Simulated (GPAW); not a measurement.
# O K ELNES/XANES of MnO2 (Pyrolusite, P4_2/mnm) from DFT, part 2 of 3

Aim: the dependence of the O K near-edge features of MnO2 (Pyrolusite, P4_2/mnm) on volume.

GPAW 26.7.0; X-ray absorption from dipole matrix elements to empty bands, plane-wave PAW LDA.

So far. Step 2 (Ground state of the crystal): The mesh shows no gap, so the system is treated as a metal and the core electron is put at the Fermi level (neutral cell).

## 4. Spectrum with XCH, O atom 3

The holes are 5.3 Å apart. In GPAW the data set carries the hole's charge, so charge=0 means a charged cell and charge=-1 a neutral one. The excited electron is kept in the cell, where it fills the lowest empty states and screens the hole. After the field has converged, empty bands are computed with the density fixed and the dipole matrix elements are summed.

The absorber has 2 Mn at 1.88 Å and 1 Mn at 1.90 Å (distorted trigonal planar, site symmetry m2m).

The input, xas.py:

```python
import numpy as np
from ase import Atoms
from ase.parallel import parprint, paropen
from gpaw import GPAW, PW, FermiDirac, Mixer, MixerDif, setup_paths
from gpaw.test import gen
setup_paths.insert(0, '.')
gen('O', name='fch1s', xcname='LDA', corehole=(1, 0, 1), write_xml=True)
from gpaw.mpi import world
world.barrier()

atoms = Atoms('Mn4O8',
    cell=[[4.3983, 0, 2.873],
     [0, 4.3983, 2.873],
     [-4.3983, 0, 2.873]],
    scaled_positions=[[0.25, 0.5, 0.75],
     [0.75, 0.5, 0.25],
     [0, 0, 0],
     [0.5, 0, 0.5],
     [0.55515, 0.19485, 0.75],
     [0.05515, 0.19485, 0.25],
     [0, 0.69485, 0.30515],
     [0.5, 0.69485, 0.80515],
     [0.94485, 0.80515, 0.75],
     [0.44485, 0.80515, 0.25],
     [0, 0.30515, 0.69485],
     [0.5, 0.30515, 0.19485]],
    magmoms=[4.0, 4.0, -4.0, -4.0, 0.0, 0.0, 0.0, 0.0, 0.0, 0.0, 0.0, 0.0],
    pbc=True)
atoms.calc = calc = GPAW(legacy_gpaw=True, mode=PW(500), xc='LDA', setups={4: 'fch1s'},
    kpts={'size': (4, 4, 4), 'gamma': True}, occupations=FermiDirac(0.1),
    charge=-1, mixer=MixerDif(0.05, 8, 50), maxiter=150,
    convergence={'density': 0.0001}, txt='scf.txt')
energy = atoms.get_potential_energy() + calc.get_reference_energy()
ef = calc.get_fermi_level()
out = dict(energy=energy, fermi=ef, forces=atoms.get_forces().tolist(), magmoms=atoms.get_magnetic_moments().tolist())
parprint(f'all-electron energy {energy:.4f} eV, Fermi level {ef:.4f} eV')
ev = np.array([[calc.get_eigenvalues(k, s) for k in range(len(calc.get_ibz_k_points()))] for s in range(calc.get_number_of_spins())])
out['homo'], out['lumo'], out['counts'] = ev[ev < ef].max(), ev[ev > ef].min(), sorted(set((ev < ef).sum((0, 2)).tolist()))
out['filled'] = (ev[:, 0] < ef).sum(1).tolist()

from ase.units import Ha
from gpaw.xas import dipole_matrix_elements
nb = int(calc.get_number_of_electrons() / 2) + 89
top, nb = nb, nb + 8 + nb // 12
nscf = calc.fixed_density(kpts={'size': (5, 5, 5), 'gamma': True}, nbands=nb,
    convergence={'bands': top, 'eigenstates': 1e-5}, maxiter=60, txt='nscf.txt')
cell = atoms.cell.array
ops = [cell.T @ U.T @ np.linalg.inv(cell.T) for U in nscf.wfs.kd.symmetry.op_scc]
E = np.arange(-6, 34, 0.1)
fwhm = np.interp(E, [4, 25], [0.9, 3.5])
Y, X, zero, highest = 0, 0, 1e9, 1e9
for spin in range(nscf.get_number_of_spins()):
    wfs = nscf.wfs
    A = dipole_matrix_elements(wfs.setups[4])
    eps = np.zeros((wfs.kd.nibzkpts, nb))
    d = np.zeros((3, A.shape[1], wfs.kd.nibzkpts, nb), complex)
    for kpt in wfs.kpt_u:
        if kpt.s == spin and 4 in kpt.P_ani:
            eps[kpt.k] = kpt.eps_n * Ha
            d[:, :, kpt.k] = (kpt.weight * wfs.nspins / 2) ** 0.5 * np.inner(A, kpt.P_ani[4])
    world.sum(eps)
    world.sum(d)
    T = np.einsum('amkn,bmkn->abkn', d, d.conj()).real
    T = sum(np.einsum('ai,ijkn,bj->abkn', R, T, R) for R in ops) / len(ops)
    empty = eps > ef
    zero, highest = min(zero, eps[empty].min()), min(highest, eps[:, top - 1].min())
    lines = [(eps, T, empty)] if spin == 0 else lines + [(eps, T, empty)]
for eps, T, empty in lines:
    f = np.einsum('aakn->akn', T).reshape(3, -1)
    x = eps.ravel() - zero
    w = np.interp(x, E, fwhm) / 2.35482
    g = np.exp(-0.5 * ((E[:, None] - x) / w) ** 2) / (w * (2 * np.pi) ** 0.5)
    Y = Y + (f * empty.ravel()) @ g.T
    X = X + (f * ~empty.ravel()) @ g.T
out.update(E=E.round(2).tolist(), xas=Y.tolist(), xes=X.tolist(), zero=zero, valid=highest - zero, nk=len(eps), nb=nb)
for i in range(0, len(E), 10):
    parprint(f'{E[i]:7.2f}', *(f'{v:10.3e}' for v in Y[:, i]))
import json
with paropen('out.json', 'w') as f:
    json.dump(out, f)
```

Launch:

```bash
$ OMP_NUM_THREADS=1 mpirun -n 2 gpaw python xas.py
```

Numbers of over 12 decimals in the logs are rounded to 6 here.

Output:

```text
Input parameters:
  charge: -1
  convergence: {density: 0.0001}
  kpts: {gamma: True,
         size: (4, 4, 4)}
  maxiter: 150
  mixer: {backend: pulay,
          beta: 0.05,
          method: difference,
          nmaxold: 8,
          weight: 50}
  mode: {ecut: 500.0,
         name: pw}
  occupations: {fixmagmom: False,
                name: fermi-dirac,
                width: 0.1}
  setups: {4: fch1s}

Initialize ...

[... PAW data sets ...]

Reference energy: -141494.485717  # eV

Spin-polarized calculation.
Initial magnetic moment: 0.000000

[... convergence settings ...]
Symmetries present (total): 2
  [... symmetry matrices ...]

64 k-points: 4 x 4 x 4 Monkhorst-Pack grid + [1/8,1/8,1/8]
24 k-points in the irreducible part of the Brillouin zone
       k-points in crystal coordinates                weights
   0:     0.00000000    0.00000000    0.00000000          1/64
   1:     0.00000000    0.25000000    0.25000000          2/64
   2:     0.00000000    0.50000000    0.50000000          1/64
   3:     0.25000000   -0.25000000   -0.25000000          2/64
   4:     0.25000000   -0.25000000    0.25000000          2/64
   5:     0.25000000   -0.25000000    0.50000000          4/64
   6:     0.25000000    0.00000000   -0.25000000          4/64
   7:     0.25000000    0.00000000    0.00000000          2/64
   8:     0.25000000    0.25000000   -0.25000000          2/64
   9:     0.25000000    0.25000000    0.00000000          4/64
          ...
  23:     0.50000000    0.50000000    0.50000000          1/64

Wave functions: Plane wave expansion
  Cutoff energy: 500.000 eV
  Number of coefficients (min, max): 2794, 2863
  Pulay-stress correction: 0.000000 eV/Ang^3 (de/decut=0.000000)
  Using FFTW library
  Wavefunction extrapolation:
    Improved wavefunction reuse through dual PAW basis

Occupation numbers: Fermi-Dirac:
  width: 0.1000  # eV

Eigensolver
   Davidson(niter=2)

Densities:
  Coarse grid: 28*28*28 grid
  Fine grid: 56*56*56 grid
  Total Charge: 0.000000

Density mixing:
  Method: difference
  Backend: pulay
  Linear mixing parameter: 0.05
  old densities: 8
  Width of damping distribution: 1.1
  Damping of long wavelength oscillations: 50

[... Hamiltonian set-up ...]
Number of atoms: 12
Number of atomic orbitals: 84
Number of bands in calculation: 70
Number of valence electrons: 109
Bands to converge: occupied

... initialized

Initializing position-dependent things.

Density initialized from atomic densities
Creating initial wave functions:
  70 bands from LCAO basis set

                   O

              O
                   O
           Mn         Mn
             O
              O
        O          O
               Mn
             O

               Mn

Atomic positions and initial magnetic moments

Positions:
   0 Mn    -2.199150    2.199150    4.309500    ( 0.0000,  0.0000,  4.0000)
   1 Mn     2.199150    2.199150    4.309500    ( 0.0000,  0.0000,  4.0000)
   2 Mn     0.000000    0.000000    0.000000    ( 0.0000,  0.0000, -4.0000)
   3 Mn     0.000000    0.000000    2.873000    ( 0.0000,  0.0000, -4.0000)
   4 O     -0.857009    0.857009    4.309500    ( 0.0000,  0.0000,  0.0000)
   5 O     -0.857009    0.857009    1.436500    ( 0.0000,  0.0000,  0.0000)
   6 O     -1.342141    3.056159    2.873000    ( 0.0000,  0.0000,  0.0000)
   7 O     -1.342141    3.056159    5.746000    ( 0.0000,  0.0000,  0.0000)
   8 O      0.857009    3.541291    7.182500    ( 0.0000,  0.0000,  0.0000)
   9 O      0.857009    3.541291    4.309500    ( 0.0000,  0.0000,  0.0000)
  10 O     -3.056159    1.342141    2.873000    ( 0.0000,  0.0000,  0.0000)
  11 O      1.342141    1.342141    2.873000    ( 0.0000,  0.0000,  0.0000)

Unit cell:
           periodic     x           y           z      points  spacing
  1. axis:    yes    4.398300    0.000000    2.873000    28     0.1507
[...]
iter:  16  -134.113317c  -5.53  -3.66    +0.2063
iter:  17  -134.113306c  -6.09  -3.69    +0.2050
iter:  18  -134.113208c  -5.36  -3.69    +0.2052
iter:  19  -134.113189c  -5.97  -3.94    +0.2048
iter:  20  -134.113182c  -6.32  -4.23c   +0.2044
iter:  21  -134.113179c  -7.26  -4.37c   +0.2045
iter:  22  -134.113179c  -7.02  -4.42c   +0.2047
iter:  23  -134.113182c  -7.62c -4.53c   +0.2046

Converged after 23 iterations.

Dipole moment: (-0.144051, -0.127527, 0.042297) |e|*Ang

Total magnetic moment: (0.000000, 0.000000, 0.204596)
Local magnetic moments:
   0 Mn ( 0.000000,  0.000000,  2.388158)
   1 Mn ( 0.000000,  0.000000,  2.365532)
   2 Mn ( 0.000000,  0.000000, -2.270376)
   3 Mn ( 0.000000,  0.000000, -2.270376)
   4 O  ( 0.000000,  0.000000, -0.175199)
   5 O  ( 0.000000,  0.000000, -0.035418)
   6 O  ( 0.000000,  0.000000,  0.036790)
   7 O  ( 0.000000,  0.000000,  0.036790)
   8 O  ( 0.000000,  0.000000, -0.043016)
   9 O  ( 0.000000,  0.000000, -0.007418)
  10 O  ( 0.000000,  0.000000,  0.036790)
  11 O  ( 0.000000,  0.000000,  0.036790)

Energy contributions relative to reference atoms: (reference = -141494.485717)

Kinetic:        +62.961294
Potential:      -75.123526
External:        +0.000000
XC:            -122.102702
Entropy (-ST):   -0.130323
Local:           +0.216915
SIC:             +0.000000
--------------------------
Free energy:   -134.178343
Extrapolated:  -134.113182

Spin contamination: 6.450820 electrons
Showing only first 2 kpts
                      Up                     Down
 Kpt  Band  Eigenvalues  Occupancy  Eigenvalues  Occupancy
  0    52      5.52455    0.99987      5.42701    0.99995
  0    53      5.66409    0.99946      5.68609    0.99933
  0    54      5.75674    0.99865      5.83692    0.99699
  0    55      6.31916    0.72703      6.33031    0.70435

  1    52      5.37285    0.99997      5.47497    0.99992
  1    53      5.55038    0.99983      5.75388    0.99868
  1    54      6.46968    0.37155      6.03547    0.97847
  1    55      6.65285    0.08649      6.74845    0.03512

Fermi level: 6.41712

No gap
No difference between direct/indirect transitions

Forces in eV/Ang:
  0 Mn   -2.28940    2.28940   -0.00001
  1 Mn    0.30514   -0.30514   -0.00000
  2 Mn    1.31419   -1.31419    2.25947
  3 Mn    1.31420   -1.31420   -2.25950
  4 O    -0.47557    0.47557    0.00008
  5 O    -0.14462    0.14462    0.00003
  6 O     0.27013    0.14670    0.05422
  7 O     0.27011    0.14671   -0.05422
  8 O     0.14495   -0.14495   -0.00003
  9 O    -0.41253    0.41253   -0.00003
 10 O    -0.14670   -0.27013    0.05422
 11 O    -0.14671   -0.27011   -0.05422
Scalar-relativistic atomic LDA calculation for O (Oxygen, Z=8)
Core hole in 1s state (1s occupation: 1.0)
300 radial gridpoints.
|------------------------------------------------|
|------------------------------------------------|
[... the atom generator's iteration count ...]

Energy contributions:
-------------------------
Kinetic:      +54.046737
XC:            -5.876031
Potential:   -102.458324
-------------------------
Total:        -54.287618

state      eigenvalue         ekin         rmax
-----------------------------------------------
1s^1.0 :   -21.731873    30.611423        0.127
2s^2.0 :    -1.594915     4.066245        0.801
2p^4.0 :    -1.067100     3.825706        0.682
-----------------------------------------------
(units: Bohr and Hartree)

Generating PAW setup
Kinetic energy of the core from tauc = 30.636371
Cutoffs:
rc(s)=1.300
rc(p)=1.130
rc(d)=1.170
rc(vbar)=1.300
rc(comp)=1.260
rc(nct)=1.300

Kinetic energy of the core states: 30.611423
Charge: 1.0
Core electrons: 1.0
Valence electrons: 6.0
Pseudo-core charge: 0.000198
Shape function alpha=6.299
Pseudo-electron charge 5.280306
state    eigenvalue         norm
--------------------------------
2s(2) :    -1.594915     1.065643
*s    :    -0.594915
2p(4) :    -1.067100     0.787205
*p    :    -0.067100
*d    :     0.000000
--------------------------------

Diagonalizing with gridspacing h=0.050

state   all-electron     PAW
-------------------------------
2s:      -1.594915    -1.596334
2p:      -1.067100    -1.073375
*d:                   -0.060686
*f:                   -0.013559
-------------------------------
all-electron energy -141628.5989 eV, Fermi level 6.4171 eV
  -6.00  1.022e-59  1.022e-59  5.533e-60
  -5.00  2.612e-43  2.612e-43  1.439e-43
  -4.00  7.267e-30  7.267e-30  4.164e-30
  -3.00  2.249e-19  2.249e-19  1.397e-19
  -2.00  8.220e-12  8.220e-12  5.925e-12
  -1.00  4.286e-07  4.286e-07  3.811e-07
  -0.00  6.379e-05  6.379e-05  6.626e-05
[...]
31.00  6.139e-05  6.139e-05  9.073e-05
  32.00  6.218e-05  6.218e-05  1.098e-04
  33.00  6.782e-05  6.782e-05  1.232e-04
```

Elapsed: 11 min, on 2 MPI ranks of Arm Neoverse V1, shared host; peak memory 0.85 GiB; 22 min of CPU time.

The O K spectrum, O atom 3, excited-electron core hole (neutral cell) (energy from the lowest empty level; intensity scaled to a mean of 1 over the first 20 eV; polarised curves are means over the symmetry-equivalent atoms):

```
E (eV)  isotropic  ε ⊥ c  ε ∥ c
  -2.0       0.00   0.00   0.00
  -1.5       0.00   0.00   0.00
  -1.0       0.00   0.00   0.00
  -0.5       0.08   0.08   0.08
   0.0       0.51   0.50   0.52
   0.5       1.22   1.23   1.21
   1.0       1.64   1.65   1.62
   1.5       1.61   1.46   1.91
   2.0       1.18   0.96   1.62
   2.5       1.26   1.07   1.65
   3.0       1.96   1.79   2.30
   3.5       1.21   1.11   1.42
   4.0       0.31   0.30   0.32
   4.5       0.05   0.05   0.03
   5.0       0.00   0.00   0.00
   5.5       0.00   0.00   0.00
   6.0       0.00   0.00   0.00
   6.5       0.01   0.01   0.01
   7.0       0.02   0.02   0.02
   7.5       0.06   0.06   0.07
   8.0       0.14   0.14   0.15
   8.5       0.26   0.26   0.27
   9.0       0.45   0.45   0.45
   9.5       0.74   0.74   0.75
  10.0       1.09   1.06   1.15
  10.5       1.39   1.28   1.60
  11.0       1.54   1.35   1.93
  11.5       1.57   1.31   2.08
  12.0       1.58   1.30   2.14
  12.5       1.69   1.41   2.25
  13.0       1.89   1.63   2.42
  13.5       2.11   1.91   2.51
  14.0       2.23   2.14   2.41
  14.5       2.22   2.28   2.09
  15.0       2.08   2.29   1.67
  15.5       1.84   2.14   1.26
  16.0       1.54   1.85   0.93
  16.5       1.21   1.47   0.69
  17.0       0.91   1.11   0.52
  17.5       0.67   0.81   0.41
  18.0       0.52   0.60   0.35
  18.5       0.42   0.47   0.32
  19.0       0.38   0.40   0.33
  19.5       0.36   0.36   0.37
  20.0       0.37   0.34   0.43
  20.5       0.39   0.34   0.50
  21.0       0.42   0.35   0.57
  21.5       0.45   0.37   0.61
  22.0       0.48   0.40   0.63
  22.5       0.51   0.46   0.61
  23.0       0.55   0.54   0.57
  23.5       0.59   0.63   0.52
  24.0       0.64   0.72   0.48
  24.5       0.68   0.80   0.46
  25.0       0.71   0.84   0.45
  25.5       0.71   0.84   0.45
  26.0       0.70   0.81   0.46
  26.5       0.67   0.77   0.47
  27.0       0.64   0.73   0.47
  27.5       0.62   0.70   0.47
  28.0       0.61   0.68   0.48
  28.5       0.60   0.66   0.49
  29.0       0.59   0.63   0.50
  29.5       0.57   0.59   0.53
  30.0       0.55   0.54   0.58
  30.5       0.55   0.51   0.64
  31.0       0.56   0.48   0.71
  31.5       0.58   0.48   0.79
  32.0       0.61   0.49   0.86
```

Main maxima below 24 eV (height): 1.2 eV (1.68), 3.0 eV (1.96) and 14.2 eV (2.24). A K edge sees empty p states; the first features are O p mixed into the empty d states of the Mn neighbours, and the broad ones above probably into the cations' higher empty bands.

The total-energy difference is 524.37 eV. The functional leaves an error in such absolute values: in the free atom LDA prices this hole 4.1 eV below PBE (computed apart), and PBE is itself good to a few eV.

## 5. Reference energy of the supercell

The cell changes for the next run, so it gets a reference energy of its own.

The cell differs from the one that the last finished run ended in (a 5.253 → 5.091 Å, b 5.253 → 5.091 Å, c 5.253 → 5.091 Å).

The input, scf.py:

```python
import numpy as np
from ase import Atoms
from ase.parallel import parprint, paropen
from gpaw import GPAW, PW, FermiDirac, Mixer, MixerDif, setup_paths
from gpaw.test import gen
setup_paths.insert(0, '.')
gen('O', name='nch1s', xcname='LDA', corehole=(1, 0, 0), write_xml=True)
from gpaw.mpi import world
world.barrier()

atoms = Atoms('Mn4O8',
    cell=[[4.26218189, 0, 2.78408671],
     [0, 4.26218189, 2.78408671],
     [-4.26218189, 0, 2.78408671]],
    scaled_positions=[[0.25, 0.5, 0.75],
     [0.75, 0.5, 0.25],
     [0, 0, 0],
     [0.5, 0, 0.5],
     [0.55515, 0.19485, 0.75],
     [0.05515, 0.19485, 0.25],
     [0, 0.69485, 0.30515],
     [0.5, 0.69485, 0.80515],
     [0.94485, 0.80515, 0.75],
     [0.44485, 0.80515, 0.25],
     [0, 0.30515, 0.69485],
     [0.5, 0.30515, 0.19485]],
    magmoms=[4.0, 4.0, -4.0, -4.0, 0.0, 0.0, 0.0, 0.0, 0.0, 0.0, 0.0, 0.0],
    pbc=True)
atoms.calc = calc = GPAW(legacy_gpaw=True, mode=PW(500), xc='LDA', setups={4: 'nch1s'},
    kpts={'size': (4, 4, 4), 'gamma': True}, occupations=FermiDirac(0.1),
    charge=0, mixer=MixerDif(0.05, 8, 50), maxiter=150,
    convergence={'density': 0.0001}, txt='scf.txt')
energy = atoms.get_potential_energy() + calc.get_reference_energy()
ef = calc.get_fermi_level()
out = dict(energy=energy, fermi=ef, forces=atoms.get_forces().tolist(), magmoms=atoms.get_magnetic_moments().tolist())
parprint(f'all-electron energy {energy:.4f} eV, Fermi level {ef:.4f} eV')
ev = np.array([[calc.get_eigenvalues(k, s) for k in range(len(calc.get_ibz_k_points()))] for s in range(calc.get_number_of_spins())])
out['homo'], out['lumo'], out['counts'] = ev[ev < ef].max(), ev[ev > ef].min(), sorted(set((ev < ef).sum((0, 2)).tolist()))
out['filled'] = (ev[:, 0] < ef).sum(1).tolist()
import json
with paropen('out.json', 'w') as f:
    json.dump(out, f)
```

Launch:

```bash
$ OMP_NUM_THREADS=1 mpirun -n 2 gpaw python scf.py
```

Output:

```text
Input parameters:
  convergence: {density: 0.0001}
  kpts: {gamma: True,
         size: (4, 4, 4)}
  maxiter: 150
  mixer: {backend: pulay,
          beta: 0.05,
          method: difference,
          nmaxold: 8,
          weight: 50}
  mode: {ecut: 500.0,
         name: pw}
  occupations: {fixmagmom: False,
                name: fermi-dirac,
                width: 0.1}
  setups: {4: nch1s}

Initialize ...

[...]
2s(2) :    -0.872866     1.079797
*s    :     0.127134
2p(4) :    -0.337925     0.876472
*p    :     0.662075
*d    :     0.000000
--------------------------------

Diagonalizing with gridspacing h=0.050

state   all-electron     PAW
-------------------------------
2s:      -0.872866    -0.873954
2p:      -0.337925    -0.341740
*d:                    0.050276
*f:                    0.077289
-------------------------------
all-electron energy -142153.1514 eV, Fermi level 7.4179 eV
[key lines of the parts left out:]
Converged after 22 iterations.
Dipole moment: (-0.000000, -0.000000, 0.000000) |e|*Ang
Free energy:   -108.067144
Fermi level: 7.41789
```

Run time: 3.5 min. Hardware: 2 MPI ranks; peak memory 0.44 GiB.

Reference energy: -142153.151 eV with the cores included.

## 6. Spectrum with XCH, O atom 3

Shorter bonds are expected to push antibonding states and scattering resonances up, and longer ones down; the cell is scaled to test that.

Changed against the first core-hole run: volume scale from 1 to 0.91.

xas.py: that of step 4 with these lines changed.

```diff
@@ -11,5 +11,5 @@
 atoms = Atoms('Mn4O8',
-    cell=[[4.3983, 0, 2.873],
-     [0, 4.3983, 2.873],
-     [-4.3983, 0, 2.873]],
+    cell=[[4.26218189, 0, 2.78408671],
+     [0, 4.26218189, 2.78408671],
+     [-4.26218189, 0, 2.78408671]],
     scaled_positions=[[0.25, 0.5, 0.75],
@@ -42,3 +42,3 @@
 from gpaw.xas import dipole_matrix_elements
-nb = int(calc.get_number_of_electrons() / 2) + 89
+nb = int(calc.get_number_of_electrons() / 2) + 83
 top, nb = nb, nb + 8 + nb // 12
```

Launch:

```bash
$ OMP_NUM_THREADS=1 mpirun -n 2 gpaw python xas.py
```

Output:

```text
Input parameters:
  charge: -1
  convergence: {density: 0.0001}
  kpts: {gamma: True,
         size: (4, 4, 4)}
  maxiter: 150
  mixer: {backend: pulay,
          beta: 0.05,
          method: difference,
          nmaxold: 8,
          weight: 50}
  mode: {ecut: 500.0,
         name: pw}
  occupations: {fixmagmom: False,
                name: fermi-dirac,
                width: 0.1}
  setups: {4: fch1s}

[...]
2s:      -1.594915    -1.596334
2p:      -1.067100    -1.073375
*d:                   -0.060686
*f:                   -0.013559
-------------------------------
all-electron energy -141628.4903 eV, Fermi level 7.7934 eV
  -6.00  1.896e-59  1.896e-59  1.434e-59
  -5.00  4.686e-43  4.686e-43  3.575e-43
  -4.00  1.264e-29  1.264e-29  9.655e-30
  -3.00  3.778e-19  3.778e-19  2.867e-19
[...]
32.00  6.277e-05  6.277e-05  7.593e-05
  33.00  5.800e-05  5.800e-05  9.250e-05
[key lines of the parts left out:]
Converged after 33 iterations.
Dipole moment: (-0.142470, -0.124901, 0.039910) |e|*Ang
Free energy:   -134.076396
Fermi level: 7.79339
```

Elapsed: 12 min, on 2 MPI ranks; peak memory 0.77 GiB; 23 min of CPU time.

```
E (eV)  first run  this run
  -2.0       0.00      0.00
  -1.0       0.00      0.00
   0.0       0.51      0.46
   1.0       1.64      1.14
   2.0       1.18      1.52
   3.0       1.96      1.43
   4.0       0.31      1.09
   5.0       0.00      0.06
   6.0       0.00      0.00
   7.0       0.02      0.00
   8.0       0.14      0.06
   9.0       0.45      0.25
  10.0       1.09      0.72
  11.0       1.54      1.32
  12.0       1.58      1.44
  13.0       1.89      1.56
  14.0       2.23      1.91
  15.0       2.08      1.97
  16.0       1.54      1.82
  17.0       0.91      1.49
  18.0       0.52      0.98
  19.0       0.38      0.57
  20.0       0.37      0.39
  21.0       0.42      0.36
  22.0       0.48      0.40
  23.0       0.55      0.45
  24.0       0.64      0.51
  25.0       0.71      0.61
  26.0       0.70      0.70
  27.0       0.64      0.72
  28.0       0.61      0.67
  29.0       0.59      0.62
  30.0       0.55      0.59
  31.0       0.56      0.55
  32.0       0.61      0.52
```

The scaled spectrum changes by 26 % r.m.s. A shift of +0.4 eV leaves 14 %. The highest intensity below 16 eV goes from 14.2 eV (2.24) to 14.6 eV (1.99).

The photon energy of the zero moves by +0.29 eV.

[end of part 2 of 3]

[Banner, clock and machine lines of the logs are left out without a mark of their own.]

[Logs are printed without paths, hosts, clocks, repeated set-up lines and the standing remarks that a program may print on its own settings, such as how far it seeks lower states.]

[Hosts, paths, dates, database ids (printed as entryN), source tags and the programs' standing remarks are cut or masked in the printed files.]

[Lists of maxima count a maximum above −3 eV only where it reaches 4 % of the highest in the window and stands out from its surroundings by 2 % of it (1.5 % where it reaches 55 %); shoulders and weaker maxima are passed over, and of the rest the first, up to two pre-edge ones and the few strongest are named.]
